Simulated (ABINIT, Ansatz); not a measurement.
# BaSrSn2O6 (P4/mmm): G0W0 on several meshes in ABINIT, part 2 of 2

Aim: the GW shift of BaSrSn2O6 (P4/mmm) against the k mesh.

ABINIT 10.8.3; LDA and many-body steps on it, plane waves. Known limits of the many-body steps: not at the basis limit; no spin-orbit coupling; coarse k mesh.

So far. Step 4 (2×2×1): The gap on the mesh goes from 0.51 eV to 1.97 eV, a correction of +1.46 eV. Step 5 (Empty states on the mesh, 4×4×2 mesh, 158 bands): On this mesh the gap is 0.507 eV.

### 7. 4×4×2

This step: G0W0 on LDA, plane waves, norm-conserving pseudopotentials.

Input file run.abi:

```
acell 3*1.0 Angstrom
rprim 
  4.146422000000 0.000000000000 0.000000000000
  0.000000000000 4.146422000000 0.000000000000
  0.000000000000 0.000000000000 8.294893000000
ntypat 4
znucl 56 38 50 8
natom 10
typat 1 2 3 3 4 4 4 4 4 4
xred 
  0.500000000000 0.500000000000 0.000000000000
  0.500000000000 0.500000000000 0.500000000000
  0.000000000000 0.000000000000 0.747206000000
  0.000000000000 0.000000000000 0.252794000000
  0.000000000000 0.000000000000 0.000000000000
  0.000000000000 0.000000000000 0.500000000000
  0.000000000000 0.500000000000 0.256664000000
  0.000000000000 0.500000000000 0.743336000000
  0.500000000000 0.000000000000 0.743336000000
  0.500000000000 0.000000000000 0.256664000000
pp_dirpath "pseudos"
pseudos "Ba.upf, Sr.upf, Sn.upf, O.upf"
ecut 42
ngkpt 4 4 2
nshiftk 1
shiftk 0 0 0
kptopt 1
chksymbreak 0
istwfk *1
occopt 1
irdwfk 1
optdriver 4
nband 144
gwcalctyp 0
ecutsigx 42
symsigma 1
nkptgw 2
kptgw 
  0.5000000000 0.5000000000 0.0000000000
  0.0000000000 0.0000000000 0.0000000000
bdgw 
  49 53
  49 52
ecuteps 4.2
irdscr 1
ppmodel 1
indata_prefix "in"
outdata_prefix "out"
tmpdata_prefix "tmp"
```

Started as:

```console
$ OMP_NUM_THREADS=1 mpirun -n 4 abinit run.abi > log
```

Numbers of over 12 decimals in the logs are rounded to 6 here.

Output:

```text
.Version 10.8.3 of ABINIT. v10.8.2 released Aug 2026.

 Symmetries : space group P4/m m m (#123); Bravais tP (primitive tetrag.)
[... echo of the input left out ...]
== DATASET  1 ==================================================================
-   mpi_nproc: 4, omp_nthreads: 1 (-1 if OMP is not activated)

--- !DatasetInfo
iteration_state: {dtset: 1, }
dimensions: {natom: 10, nkpt: 12, mband: 144, nsppol: 1, nspinor: 1, nspden: 1, mpw: 12566, }
cutoff_energies: {ecut:  42.0, pawecutdg:  -1.0, }
electrons: {nelect:   1.00000000E+02, charge:   0.00000000E+00, occopt:   1.00000000E+00, tsmear:   1.00000000E-02, }

 SIGMA: Calculation of the GW corrections

 Based on a program developped by R.W. Godby, V. Olevano, G. Onida, and L. Reining.
 Incorporated in ABINIT by V. Olevano, G.-M. Rignanese, and M. Torrent.
.Using double precision arithmetic ; gwpc =  8

[... cell and pseudopotentials left out ...]
--------------------------------------------------------------------------------

 ==== K-mesh for the wavefunctions ====
 Number of points in the irreducible wedge :    12
[... list of points left out ...]
 Together with 16 symmetry operations and time-reversal symmetry
 yields    32 points in the full Brillouin Zone.

 ==== Q-mesh for screening function ====
 Number of points in the irreducible wedge :    12
[... list of points left out ...]
 Together with 16 symmetry operations and time-reversal symmetry
 yields    32 points in the full Brillouin Zone.

 vcoul_init : cutoff-mode = AUXILIARY_FUNCTION
 q-points for optical limit:   1
     1)      0.000010    0.000020    0.000030
 setmesh: FFT mesh size selected  =    45x   45x   96
          total number of points  =       194400

 Number of electrons calculated from density =  100.0000; Expected =  100.0000
[...]
number of omega for Sigma on real axis              0
 max omega for Sigma on real axis  [eV]           0.00
 zcut for avoiding poles [eV]                     0.10

 EPSILON^-1 parameters (SCR file):
 dimension of the eps^-1 matrix on file            395
 dimension of the eps^-1 matrix used               395
 number of plane-waves for wavefunctions         12537
 number of bands                                   144
 number of q-points in IBZ                          12
 number of frequencies                               2
 number of real frequencies                          1
 number of imag frequencies                          1

 matrix elements of self-energy operator (all in [eV])

 Perturbative Calculation

--- !SelfEnergy_ee
iteration_state: {dtset: 1, }
kpoint     : [   0.500,    0.500,    0.000, ]
spin       : 1
KS_gap     :    5.039
QP_gap     :    6.751
Delta_QP_KS:    1.713
data: !SigmaeeData |
     Band     E0 <VxcDFT>   SigX SigC(E0)      Z dSigC/dE  Sig(E)    E-E0       E
       49   6.197 -19.650 -25.226   5.360   0.775  -0.290 -19.818  -0.168   6.029
       50   6.197 -19.650 -25.226   5.360   0.775  -0.290 -19.818  -0.168   6.029
       51  11.236 -12.898  -7.654  -3.413   0.843  -0.186 -11.354   1.544  12.780
[...]
--- !SelfEnergy_ee
iteration_state: {dtset: 1, }
kpoint     : [   0.000,    0.000,    0.000, ]
spin       : 1
KS_gap     :    1.174
QP_gap     :    3.044
Delta_QP_KS:    1.870
data: !SigmaeeData |
     Band     E0 <VxcDFT>   SigX SigC(E0)      Z dSigC/dE  Sig(E)    E-E0       E
[...]
51   6.704 -17.067 -12.737  -2.302   0.834  -0.199 -15.376   1.692   8.395
       52  10.715 -19.480 -14.340  -2.673   0.808  -0.237 -17.486   1.994  12.709

== END DATASET(S) ==============================================================
================================================================================

 -outvars: echo values of variables after computation  --------
           etotal      0.0000000000E+00
            nband         144
             nkpt          12
          spgroup         123
 [... the other variables as echoed above ...]

 Calculation completed.
```

Elapsed: 35 s, on 4 MPI ranks of Arm Neoverse V2, shared host; peak memory 3.3 GiB; 2.3 min of CPU time.

This step gave:

| Item | Value |
| --- | --- |
| G0W0 gap on the points computed | 2.366 eV |
| starting gap on the mesh | 0.5069 eV |
| k of the valence top | 0.5, 0.5, 0 |
| k of the conduction bottom | 0, 0, 0 |
| Z at the valence top | 0.775 |
| Z at the conduction bottom | 0.834 |
| least direct G0W0 gap on the computed points | 3.043 eV |

Against G0W0 in ABINIT (2×2×1 mesh, 144 bands, screening to 114.3 eV, Godby-Needs plasmon pole), the gap moves by +0.396 eV.

### 8. Side by side

Times are wall times on 4 MPI ranks of Arm Neoverse V2, shared host, good to a factor of about two. A run's time includes the screening step that it read.

| run | mesh | bands | screening cutoff (eV) | DFT gap (eV) | gap on the mesh (eV) | direct (eV) | ε∞ used | time |
| --- | --- | --- | --- | --- | --- | --- | --- | --- |
| 2×2×1 | 2×2×1 | 144 | 114.3 | 0.507 | 1.970 | 2.652 | 18.01 | 73 s |
| 4×4×2 | 4×4×2 | 144 | 114.3 | 0.507 | 2.366 | 3.043 | 6.10 | 8.2 min |

### 9. Summary of results

```yaml
2x2x1: 1.970 eV
4x4x2: 2.366 eV
known_limits: not at the basis limit; no spin-orbit coupling; coarse k mesh
```

What this shows: 4×4×2: +0.396 eV against 2×2×1. Bands and cutoff are finite, so the gap is not at the basis limit. The miss can reach some tenths of an eV and take either sign; the mesh is an error of its own. In the first G0W0 run levels were corrected at 2 k points alone, so a gap called «on the mesh» is the least over those, and an edge elsewhere would be missed. The 2×2×1 mesh is coarse for this cell, which bears on the long-range parts of exchange and screening. The many-body steps are scalar-relativistic: spin-orbit coupling is not in them.

[Paths, hosts, dates, memory and timing lines, banners, echoed tables and standing remarks are left out of the program output.]

[Logs are printed without paths, hosts, clocks, repeated set-up lines and the standing remarks that a program may print on its own settings, such as how far it seeks lower states.]

[Runs of the session that timed out or met a known fault of the program may be left out.]

[No measured gap is set beside runs whose start may be inverted or whose files or cutoffs have a known fault.]

[Hosts, paths, dates, database ids (printed as entryN), source tags and the programs' standing remarks are cut or masked in the printed files.]

[G0W0 gaps are taken among the corrected bands and points alone; a level outside them can change the order at an edge.]

[Where Ansatz stands beside ABINIT at settings called matched, ABINIT's density can come from a denser mesh and the files from another edition; pairs whose starting gaps differed by over 0.03 eV were left out, so agreement reads better than it is.]
